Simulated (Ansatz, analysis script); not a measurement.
# Stoner picture of FeAs (Westerveldite)

Wanted: E(M), the field that holds each moment, and the spin susceptibility of FeAs (Westerveldite).

Program: Ansatz 0.2.0. Level of theory: PBEsol, PAW set soft_1 (files made for PBE). Results are calculated unless marked as measured.

The database entry behind the starting cell differs from later determinations by our own check (old inner coordinates), so it need not match the best structure at ambient conditions.

In doubt: warnings of the run leave room for a lower electronic state (step 7), so energies may not be the lowest and differences between runs may mislead.

**1. Set-up**

It takes space group Pnma (No. 62, orthorhombic). The conventional cell has a = 5.439 Å, b = 3.373 Å, c = 6.028 Å, α = 90.00°, β = 90.00°, γ = 90.00°. Nearest to Fe lie 6 As at 2.34 to 2.57 Å. Nearest to As lie 6 Fe at 2.34 to 2.57 Å. Farther neighbours are not listed.

The cell of this run holds 8 atoms, 4 of them with a starting moment; values «a cell» refer to the cell of the run in question.

**2. Two spin channels first**

A collinear run comes first: it shows whether moments survive, and how large they are.

Input file input.yaml:

```yaml
crystal:
  lattice:
    - [5.439, 0.0, 0.0]
    - [0.0, 3.373, 0.0]
    - [0.0, 0.0, 6.028]
  atoms:
    - { symbol: Fe, position: [0.99, 0.75, 0.19], spin: 2.8 }
    - { symbol: Fe, position: [0.01, 0.25, 0.81], spin: 2.8 }
    - { symbol: Fe, position: [0.51, 0.25, 0.69], spin: 2.8 }
    - { symbol: Fe, position: [0.49, 0.75, 0.31], spin: 2.8 }
    - { symbol: As, position: [0.8, 0.75, 0.58] }
    - { symbol: As, position: [0.2, 0.25, 0.42] }
    - { symbol: As, position: [0.7, 0.25, 0.08] }
    - { symbol: As, position: [0.3, 0.75, 0.92] }
magnetization:
  spin_polarized: true
kpoints:
  mp_grid: { grid: [6, 10, 6] }
hamiltonian:
  xc: pbesol
  pseudopotentials: { kind: paw, azcp: { folder: soft_1 }, xc_functional: pbe }
scf:
  occupations: { method: fermi_dirac, width: 0.05 }
  max_iter: 120
  convergence: { dr2_threshold: 1.0e-08 }
  lower_state_search: "off"
output:
  write_density: true
  write_potential: true
  elf: true
  volumetric_format: npy
```

Started as:

```sh
> ansatz run input.yaml --threads 1 --pin off --max-ram 2048MiB --backend cpu --events-out ev --progress --plain --runs-dir out
```

Numbers of over 12 decimals in the logs are rounded to 6 here.

Output:

```text
Engine: ansatz 0.2.0, aarch64-unknown-linux-gnu
Pseudopotentials: kind: paw
Pseudopotential: Fe, paw, valence charge 16, recommended cutoff 420 eV (normal), soft_1/Fe.paw.azcp
Pseudopotential: As, paw, valence charge 15, recommended cutoff 420 eV (normal), soft_1/As.paw.azcp
Functional definition: PBEsol
  exchange = pbesol_x
  correlation = pbesol_c
Crystal: 8 atoms, lattice volume = 110.588 Å³
Basis set: ecut = 420 eV, 2189 PW (Γ)
Bands: 82, of which v1, the nominal top of the filled ones, is band 62 counted from 1 (61 counted from 0)
Symmetry: 8 space group operations
Space group: Pnma (ITA 62), of the structure as read, at distance tolerance 4.8e-5 Å
Magnetic group: BNS 62.441 (UNI 539), of the structure as read, at distance tolerance 4.8e-5 Å
k-points: 96 of 360
Non-local potential: Fe, projectors of the file, l = 0: 3, l = 1: 2, l = 2: 3, l = 3: 1
Non-local potential: As, projectors of the file, l = 0: 2, l = 1: 2, l = 2: 3, l = 3: 1
PAW form: soft (Blöchl's): semilocal exchange-correlation on the pseudo side does not see the compensation charge
PAW frozen core: Fe, regenerated for the run's functional, and the local potential with it (the file was generated under x = pbe(κ = 0.804, μ = 0.219515), c = pbe(β = 0.066725))
PAW frozen core: As, regenerated for the run's functional, and the local potential with it (the file was generated under x = pbe(κ = 0.804, μ = 0.219515), c = pbe(β = 0.066725))
PAW one-centre angular grid: Fe, 590 points (default); XC on 64 Gauss nodes
PAW one-centre angular grid: As, 590 points (default); XC on 64 Gauss nodes
Initial density: superposition of atomic densities (chi_scale 0.1, normalization cell)
Starting moments: Σ|m| = 11.2 μB on 4 of 8 sites
Initial wavefunctions: pseudopotential atomic-orbital guess
Functional: x = pbesol(κ = 0.804, μ = 0.123457), c = pbesol(β = 0.046)
SCF iter   1: F=—  HF=-37049.743426 eV  |F-HF|=—  |Δ(HF+E_count)|=         —  Δρ=9.65e-2 (↑4.53e-2 ↓9.65e-2)  dr2=9.04e0  dr2_m=4.44e0  M=6.402 μB ∫|m|=7.584 μB  β_m=0.30  ethr=3.10e-3  ⟨swp⟩=5.4  Hψ=52992  notcnv=0  defer=15
preconditioner: auto → Kerker (q_TF=auto, 2.781 Å⁻¹)  [metal: Δε(μ)=0.003 eV  Ē_g=9.319 eV  σ=0.050 eV  W_gap=0.01  n_scr=38 (ndim 8)  ℏωp=25.5 eV  f_vac=0.000  D(μ)=9.81/eV (n_scr^D=116)]
spin=Collinear: Kerker preconditioning applied to the charge; magnetization (m = ρ↑ − ρ↓) channel mixes plain (no charge-response kernel on spin).
SCF iter   2: F=—  HF=-37049.240610 eV  |F-HF|=—  |Δ(HF+E_count)|=   5.03e-1  Δρ=5.77e-2 (↑5.77e-2 ↓3.93e-2)  dr2=1.51e0  dr2_m=2.09e0  M=6.603 μB ∫|m|=7.750 μB  β_m=0.30  ethr=3.10e-3  ⟨swp⟩=3.0  Hψ=23856  notcnv=0  defer=1868
SCF iter   3: F=—  HF=-37049.247357 eV  |F-HF|=—  |Δ(HF+E_count)|=   6.75e-3  Δρ=4.12e-2 (↑4.12e-2 ↓4.10e-2)  dr2=1.20e0  dr2_m=1.54e0  M=6.161 μB ∫|m|=7.403 μB  β_m=0.30  ethr=1.22e-3  ⟨swp⟩=2.4  Hψ=17188  notcnv=0  defer=1869
SCF iter   4: F=—  HF=-37049.082097 eV  |F-HF|=—  |Δ(HF+E_count)|=   1.65e-1  Δρ=2.93e-2 (↑2.93e-2 ↓2.16e-2)  dr2=1.76e-1  dr2_m=6.32e-1  M=6.310 μB ∫|m|=7.500 μB  β_m=0.30  ethr=9.66e-4  ⟨swp⟩=2.9  Hψ=21812  notcnv=0  defer=1869
SCF iter   5: F=—  HF=-37049.139216 eV  |F-HF|=—  |Δ(HF+E_count)|=   5.71e-2  Δρ=2.45e-2 (↑2.45e-2 ↓2.37e-2)  dr2=2.14e-2  dr2_m=5.84e-1  M=5.942 μB ∫|m|=7.194 μB  β_m=0.30  ethr=1.42e-4  ⟨swp⟩=2.0  Hψ=19758  notcnv=0  defer=1856
SCF iter   6: F=—  HF=-37049.201022 eV  |F-HF|=—  |Δ(HF+E_count)|=   6.18e-2  Δρ=2.17e-2 (↑2.17e-2 ↓2.09e-2)  dr2=6.36e-3  dr2_m=4.59e-1  M=5.713 μB ∫|m|=6.980 μB  β_m=0.30  ethr=1.73e-5  ⟨swp⟩=2.0  Hψ=24704  notcnv=0  defer=1856
SCF iter   7: F=—  HF=-37049.249902 eV  |F-HF|=—  |Δ(HF+E_count)|=   4.89e-2  Δρ=2.13e-2 (↑1.86e-2 ↓2.13e-2)  dr2=1.29e-2  dr2_m=4.01e-1  M=5.453 μB ∫|m|=6.733 μB  β_m=0.30  ethr=5.13e-6  ⟨swp⟩=2.3  Hψ=22998  notcnv=0  defer=1856
SCF iter   8: F=—  HF=-37049.288050 eV  |F-HF|=—  |Δ(HF+E_count)|=   3.81e-2  Δρ=1.81e-2 (↑1.72e-2 ↓1.81e-2)  dr2=1.75e-3  dr2_m=3.15e-1  M=5.279 μB ∫|m|=6.546 μB  β_m=0.30  ethr=5.13e-6  ⟨swp⟩=2.0  Hψ=25327  notcnv=0  defer=1856
SCF iter   9: F=—  HF=-37049.318309 eV  |F-HF|=—  |Δ(HF+E_count)|=   3.03e-2  Δρ=1.67e-2 (↑1.57e-2 ↓1.67e-2)  dr2=2.35e-3  dr2_m=2.66e-1  M=5.095 μB ∫|m|=6.352 μB  β_m=0.30  ethr=1.41e-6  ⟨swp⟩=2.5  Hψ=26650  notcnv=0  defer=1856
SCF iter  10: F=—  HF=-37049.343148 eV  |F-HF|=—  |Δ(HF+E_count)|=   2.48e-2  Δρ=1.50e-2 (↑1.50e-2 ↓1.43e-2)  dr2=8.50e-4  dr2_m=2.17e-1  M=4.944 μB ∫|m|=6.181 μB  β_m=0.30  ethr=1.41e-6  ⟨swp⟩=2.0  Hψ=22435  notcnv=0  defer=1856
[...]
spin-set hold released at iteration 15 (site moments' squared step at or under half its running peak, from the soft ceiling on): the magnetisation degrees of freedom join the quasi-Newton model from the next iteration; the mixer history was flushed
[...]
SCF iter  18: F=—  HF=-37049.496040 eV  |F-HF|=—  |Δ(HF+E_count)|=   2.27e-2  Δρ=4.62e-3 (↑4.62e-3 ↓3.29e-3)  dr2=1.92e-3  dr2_m=1.54e-2  M=3.316 μB ∫|m|=4.144 μB  β_m=0.74  ethr=3.24e-8  ⟨swp⟩=3.8  Hψ=43284  notcnv=0  defer=1853
SCF iter  19: F=—  HF=-37049.508645 eV  |F-HF|=—  |Δ(HF+E_count)|=   1.26e-2  Δρ=1.38e-3 (↑1.38e-3 ↓1.34e-3)  dr2=3.36e-3  dr2_m=9.60e-4  M=2.828 μB ∫|m|=3.454 μB  β_m=0.87  ethr=3.24e-8  ⟨swp⟩=4.3  Hψ=42145  notcnv=0  defer=1854
SCF iter  20: F=—  HF=-37049.509468 eV  |F-HF|=—  |Δ(HF+E_count)|=   8.23e-4  Δρ=6.45e-4 (↑4.45e-4 ↓6.45e-4)  dr2=6.91e-5  dr2_m=2.69e-4  M=2.813 μB ∫|m|=3.431 μB  β_m=0.92  ethr=3.24e-8  ⟨swp⟩=2.8  Hψ=29739  notcnv=0  defer=1872
SCF iter  21: F=—  HF=-37049.509745 eV  |F-HF|=—  |Δ(HF+E_count)|=   2.78e-4  Δρ=3.37e-4 (↑2.42e-4 ↓3.37e-4)  dr2=2.51e-4  dr2_m=2.08e-5  M=2.739 μB ∫|m|=3.334 μB  β_m=0.89  ethr=3.24e-8  ⟨swp⟩=2.6  Hψ=27086  notcnv=0  defer=1872
SCF iter  22: F=—  HF=-37049.509718 eV  |F-HF|=—  |Δ(HF+E_count)|=   2.73e-5  Δρ=1.65e-4 (↑1.65e-4 ↓7.49e-5)  dr2=2.55e-5  dr2_m=9.41e-6  M=2.721 μB ∫|m|=3.311 μB  β_m=0.84  ethr=3.24e-8  ⟨swp⟩=2.0  Hψ=25524  notcnv=0  defer=1872
SCF iter  23: F=—  HF=-37049.509721 eV  |F-HF|=—  |Δ(HF+E_count)|=   3.21e-6  Δρ=5.51e-5 (↑2.29e-5 ↓5.51e-5)  dr2=4.70e-6  dr2_m=3.76e-7  M=2.727 μB ∫|m|=3.320 μB  β_m=0.90  ethr=2.06e-8  ⟨swp⟩=2.0  Hψ=23657  notcnv=0  defer=1872
SCF iter  24: F=—  HF=-37049.509720 eV  |F-HF|=—  |Δ(HF+E_count)|=   1.62e-6  Δρ=2.53e-5 (↑1.96e-5 ↓2.53e-5)  dr2=1.89e-6  dr2_m=1.62e-8  M=2.729 μB ∫|m|=3.323 μB  β_m=0.91  ethr=3.79e-9  ⟨swp⟩=2.4  Hψ=22419  notcnv=0  defer=1872
SCF iter  25: F=—  HF=-37049.509719 eV  |F-HF|=—  |Δ(HF+E_count)|=   2.49e-7  Δρ=4.48e-6 (↑3.86e-6 ↓4.48e-6)  dr2=4.84e-8  dr2_m=4.83e-9  M=2.730 μB ∫|m|=3.324 μB  β_m=0.88  ethr=1.52e-9  ⟨swp⟩=2.1  Hψ=17092  notcnv=0  defer=1872
SCF iter  26: F=—  HF=-37049.509719 eV  |F-HF|=—  |Δ(HF+E_count)|=   1.74e-9  Δρ=1.88e-6 (↑1.68e-6 ↓1.88e-6)  dr2=1.16e-8  dr2_m=4.43e-10  M=2.730 μB ∫|m|=3.324 μB  β_m=0.94  ethr=3.90e-11  ⟨swp⟩=2.4  Hψ=23054  notcnv=0  defer=1872
SCF iter  27: F=-37049.509719 eV  HF=-37049.509719 eV  |F-HF|=9.39e-10  |Δ(HF+E_count)|=  6.84e-10  Δρ=6.89e-7 (↑4.46e-7 ↓6.89e-7)  dr2=1.11e-9  dr2_m=4.54e-11  M=2.730 μB ∫|m|=3.324 μB  ethr=8.06e-12  ⟨swp⟩=8.5  Hψ=50289  notcnv=0
SCF 1 converged in 27 iterations: F = -37049.509719 eV  dr2 = 1.11e-9
  greatest PAW one-centre occupation: 1.001 electrons in one spin orbital (limit 2), on the Fe atom at site 3 (counted from 0), in its partial waves of l = 1
SCF converged after 27 iterations
Magnetization: 2.7298 μB (63.3649 up, 60.6351 down)
Absolute magnetization: 3.3232 μB (∫|ρ↑−ρ↓|, with the PAW one-centre terms)
Spin contamination: 0.0545 ħ² per cell (⟨S²⟩ above its minimum at these occupations)
Per-site moments (μB) at R_I (Å): [(0.728538, 0.966681), (0.728538, 0.966681), (0.728538, 0.966681), (0.728538, 0.966681), (-0.033004, 0.966681), (-0.033004, 0.966681), (-0.033004, 0.966681), (-0.033004, 0.966681)]
Free energy (F): -37049.509719 eV
Harris-Foulkes:  -37049.509719 eV  (|F-HF|=9.39e-10)
Internal energy: -37049.443347 eV  (E = F + TS)
E sigma→0 (E₀):  -37049.476533 eV
Entropy (-TS):   -0.066372 eV (-8.297 meV/atom)
Fermi energy:    15.860089 eV
--- Per-component energies (eV) ---
  E_band       = -1638.207443
  E_kinetic    = 1727.889164
  E_local      = -15730.777741  (includes V_loc(G=0)·N_el)
  E_nonlocal   = -395.031946
  E_hartree    = 7695.422766
  E_xc         = -723.811485
  E_vxc        = -867.978655  (∫ρ·V_xc dr)
  E_paw        = -13294.434320  (= ΣΔE_a)
  E_vpaw       = -1763.147705  (= ΣTr[D̂ρ^β])
  E_aug_tail   = -0.004119  (compensation charges beyond the density's cutoff)
  E_ewald      = -16333.278197
  E_core_change = 4.582529  (= ΣΔE_core)
  E_smearing   = -0.066372  (= −TS)
  E_closure    = 0.000000  (closes the sum)
  Σ components = -37049.509719   (vs F -37049.509719, Δ=0.00e0)
--- Band table (eV; the first three rows and the last of 192) ---
  k-point 0 ↑: bands = [... 58 lower, 14.7552, 14.9144, 15.1010, 15.2046, 15.3046, 15.7011, 16.4558, 16.9087, ... 16 higher]
  k-point 1 ↑: bands = [... 58 lower, 14.7384, 14.8227, 15.0724, 15.2064, 15.5149, 15.7547, 16.5485, 16.8746, ... 16 higher]
  k-point 2 ↑: bands = [... 58 lower, 14.7139, 14.8222, 14.9999, 15.0203, 15.9262, 16.1065, 16.5602, 16.8261, ... 16 higher]
  k-point 95 ↓: bands = [... 58 lower, 15.6156, 15.6156, 16.0707, 16.0707, 16.0707, 16.0707, 18.0161, 18.0161, ... 16 higher]
```

Run time: 5.5 min. Hardware: 1 thread of Arm Neoverse V1, shared host; peak memory 1.2 GiB.

Spin moment in the atom's sphere by atom:

| atom | spin moment in the atom's sphere (μB) |
| --- | --- |
| Fe1 | 0.729 |
| Fe2 | 0.729 |
| Fe3 | 0.729 |
| Fe4 | 0.729 |
| As5 | -0.033 |
| As6 | -0.033 |
| As7 | -0.033 |
| As8 | -0.033 |

Tables count atoms from 1; parts of the log count from 0.

The run ends ferromagnetic, with a net moment of 2.73 μB a cell. Only this order was typed.

Spin density in the ac plane at fractional y = 0.250, with atoms of Fe and As within 0.2 Å of it.

Ten even steps from '0' (0.0 e/Å³) to '9' (1.3 e/Å³), each cell a mean:
```
000000000000000
320000000000001
951000000000015
620000242000015
100000397200001
000000156200000
000000001000000
000000000000000
000000000000000
000000000000000
000000000000000
000000000000000
000000000000000
000000000000000
000000000000000
000000000000000
```
Columns run along a (5.4 Å), rows up along c (6.0 Å). Atoms in or near the plane, at fractional coordinates: Fe at (0.01, 0.81), Fe at (0.51, 0.69), As at (0.20, 0.42), As at (0.70, 0.08).

Valence density in the ac plane at fractional y = 0.250, with atoms of Fe and As within 0.2 Å of it. It is the smooth field of the valence electrons, not physical close to the nuclei.

Ten steps, logarithmic in the rise over the least value, from '0' (0 e/Å³) to '9' (33 e/Å³), each cell a mean:
```
211000001222212
752100011111125
973101122111148
873101477410137
531112699621124
111112588510011
111211344210000
124532111000000
148962100000000
148962100000000
124531100000000
011111000111000
000000001232110
000000002577310
000000012799411
000000002576311
```
Columns run along a (5.4 Å), rows up along c (6.0 Å). Atoms in or near the plane, at fractional coordinates: Fe at (0.01, 0.81), Fe at (0.51, 0.69), As at (0.20, 0.42), As at (0.70, 0.08).

ELF in the ac plane at fractional y = 0.250, with atoms of Fe and As within 0.2 Å of it. It is the smooth field of the valence electrons, not physical close to the nuclei.

Ten even steps from '_' (0.05) to '@' (0.86), each cell a mean:
```
......::......--**##**##**--..
++==....::::..::--++****--::==
@@**::..::....::::..----..::##
%%++....::..--++++::..::..::**
--::..::::..==@@%%==..::::..--
::--==++==..--####--..::::....
==**####**--::----::..::::..::
++**++==****--..........____::
++++..__--**++--....________::
**++..__--**++--....________::
****++==++++==::::::::..__..::
==****++++==::::==++++==--::::
::------::....==****++++++==::
::....______..++**==..::++++--
::..________..==**::____==**==
........____..==**==::--****--
```
Columns run along a (5.4 Å), rows up along c (6.0 Å). Atoms in or near the plane, at fractional coordinates: Fe at (0.01, 0.81), Fe at (0.51, 0.69), As at (0.20, 0.42), As at (0.70, 0.08).

**3. Denser mesh**

Levels at the Fermi energy are partly filled, so moments and energy differences can hang on the k-mesh, and the state is solved again on a denser one.

input.yaml, the sections that differ from step 2:

```yaml
crystal:
  lattice:
    - [5.439, 0.0, 0.0]
    - [0.0, 3.373, 0.0]
    - [0.0, 0.0, 6.028]
  atoms:
    - { symbol: Fe, position: [0.99, 0.75, 0.19], spin: 0.73 }
    - { symbol: Fe, position: [0.01, 0.25, 0.81], spin: 0.73 }
    - { symbol: Fe, position: [0.51, 0.25, 0.69], spin: 0.73 }
    - { symbol: Fe, position: [0.49, 0.75, 0.31], spin: 0.73 }
    - { symbol: As, position: [0.8, 0.75, 0.58] }
    - { symbol: As, position: [0.2, 0.25, 0.42] }
    - { symbol: As, position: [0.7, 0.25, 0.08] }
    - { symbol: As, position: [0.3, 0.75, 0.92] }
kpoints:
  mp_grid: { grid: [7, 11, 7] }
basis:
  ecutwfc: 420.0
checkpoint:
  read: start
  write: ck
  compress: false
  write_wavefunctions: false
  write_every: 100000
# magnetization, hamiltonian, scf: as in step 2
# output: removed
```

Started as:

```sh
> ansatz run input.yaml --threads 4 --pin off --max-ram 8192MiB --backend cpu --events-out ev --progress --plain --runs-dir out
```

Output:

```text
[...]
Per-site moments (μB) at R_I (Å): [(0.721591, 0.966681), (0.721591, 0.966681), (0.721591, 0.966681), (0.721591, 0.966681), (-0.032921, 0.966681), (-0.032921, 0.966681), (-0.032921, 0.966681), (-0.032921, 0.966681)]
Free energy (F): -37049.509015 eV
[...]
Internal energy: -37049.442638 eV  (E = F + TS)
E sigma→0 (E₀):  -37049.475827 eV
Entropy (-TS):   -0.066377 eV (-8.297 meV/atom)
Fermi energy:    15.859559 eV
[...]
[key lines of the parts left out:]
SCF converged after 8 iterations
Magnetization: 2.7022 μB (63.3511 up, 60.6489 down)
```

The job ended after 28 s (4 threads; peak memory 1.2 GiB).

Spin moment in the atom's sphere by atom:

| atom | spin moment in the atom's sphere (μB) |
| --- | --- |
| Fe1 | 0.722 |
| Fe2 | 0.722 |
| Fe3 | 0.722 |
| Fe4 | 0.722 |
| As5 | -0.033 |
| As6 | -0.033 |
| As7 | -0.033 |
| As8 | -0.033 |

The run ends ferromagnetic, with a net moment of 2.70 μB a cell, against 2.73 μB on the first mesh.

**4. The non-magnetic reference**

The state without spin is the zero of E(M).

input.yaml, the sections that differ from step 3:

```yaml
crystal:
  lattice:
    - [5.439, 0.0, 0.0]
    - [0.0, 3.373, 0.0]
    - [0.0, 0.0, 6.028]
  atoms:
    - { symbol: Fe, position: [0.99, 0.75, 0.19] }
    - { symbol: Fe, position: [0.01, 0.25, 0.81] }
    - { symbol: Fe, position: [0.51, 0.25, 0.69] }
    - { symbol: Fe, position: [0.49, 0.75, 0.31] }
    - { symbol: As, position: [0.8, 0.75, 0.58] }
    - { symbol: As, position: [0.2, 0.25, 0.42] }
    - { symbol: As, position: [0.7, 0.25, 0.08] }
    - { symbol: As, position: [0.3, 0.75, 0.92] }
scf:
  occupations: { method: fermi_dirac, width: 0.05 }
  max_iter: 120
  convergence: { dr2_threshold: 1.0e-08 }
# kpoints, hamiltonian, basis: as in step 3
# magnetization: removed
# checkpoint: removed
```

Started as:

```sh
> ansatz run input.yaml --threads 1 --pin off --max-ram 2048MiB --backend cpu --events-out ev --progress --plain --runs-dir out
```

Output:

```text
[...]
Crystal: 8 atoms, lattice volume = 110.588 Å³
Basis set: ecut = 420 eV, 2189 PW (Γ)
Bands: 70, of which v1, the nominal top of the filled ones, is band 62 counted from 1 (61 counted from 0)
Symmetry: 8 space group operations
[...]
k-points: 96 of 539
[...]
SCF iter   1: F=—  HF=-37057.945748 eV  |F-HF|=—  |Δ(HF+E_count)|=         —  Δρ=2.14e-1  dr2=6.55e1  ethr=3.10e-3  ⟨swp⟩=5.5  Hψ=21206  notcnv=0  defer=15
[...]
SCF iter  12: F=-37049.354876 eV  HF=-37049.354876 eV  |F-HF|=2.34e-9  |Δ(HF+E_count)|=   3.66e-9  Δρ=2.61e-6  dr2=3.83e-9  ethr=8.06e-12  ⟨swp⟩=3.0  Hψ=18899  notcnv=0
SCF 1 converged in 12 iterations: F = -37049.354876 eV  dr2 = 3.83e-9
[...]
SCF converged after 12 iterations
Free energy (F): -37049.354876 eV
[...]
Internal energy: -37049.249373 eV  (E = F + TS)
E sigma→0 (E₀):  -37049.302124 eV
Entropy (-TS):   -0.105502 eV (-13.188 meV/atom)
Fermi energy:    15.657985 eV
[...]
```

Elapsed: 61 s, on 1 thread; peak memory 0.73 GiB.

The free collinear run lies 154 meV below it.

**5. Without spin, levels printed**

Changes to input.yaml since step 4:

```diff
@@ -25 +25,3 @@
   ecutwfc: 420.0
+output:
+  eigenvalues: true
```

Output:

```text
[...]
Crystal: 8 atoms, lattice volume = 110.588 Å³
Basis set: ecut = 420 eV, 2189 PW (Γ)
Bands: 75, of which v1, the nominal top of the filled ones, is band 62 counted from 1 (61 counted from 0)
Symmetry: 8 space group operations
[...]
k-points: 96 of 539
[...]
--- Band table (eV; the first three rows and the last of 96) ---
  k-point 0: bands = [... 58 lower, 15.0310, 15.2162, 15.4307, 15.4637, 15.6723, 16.0475, 16.6980, 17.2061, ... 9 higher]
  k-point 1: bands = [... 58 lower, 15.0343, 15.1394, 15.3666, 15.6097, 15.7090, 16.0910, 16.7607, 17.1796, ... 9 higher]
  k-point 2: bands = [... 58 lower, 15.0425, 15.0764, 15.3173, 15.4663, 16.1545, 16.2245, 16.9414, 16.9739, ... 9 higher]
  k-point 95: bands = [... 58 lower, 15.3434, 15.3600, 15.5368, 15.5661, 15.6033, 15.6278, 17.2250, 17.5255, ... 9 higher]
[key lines of the parts left out:]
SCF converged after 12 iterations
Free energy (F): -37049.354876 eV
Fermi energy:    15.657985 eV
```

Wall time 73 s (1 thread); peak memory 0.75 GiB.

(Continued in part 2 of 3.)

[Logs and program files are shortened in this print: banners, set-up blocks, solver, clock and traceback lines can be left out without a mark of their own.]

[Logs are printed without paths, hosts, clocks, repeated set-up lines and the standing remarks that a program may print on its own settings, such as how far it seeks lower states.]

[Hosts, paths, dates, database ids (printed as entryN), source tags and the programs' standing remarks are cut or masked in the printed files.]
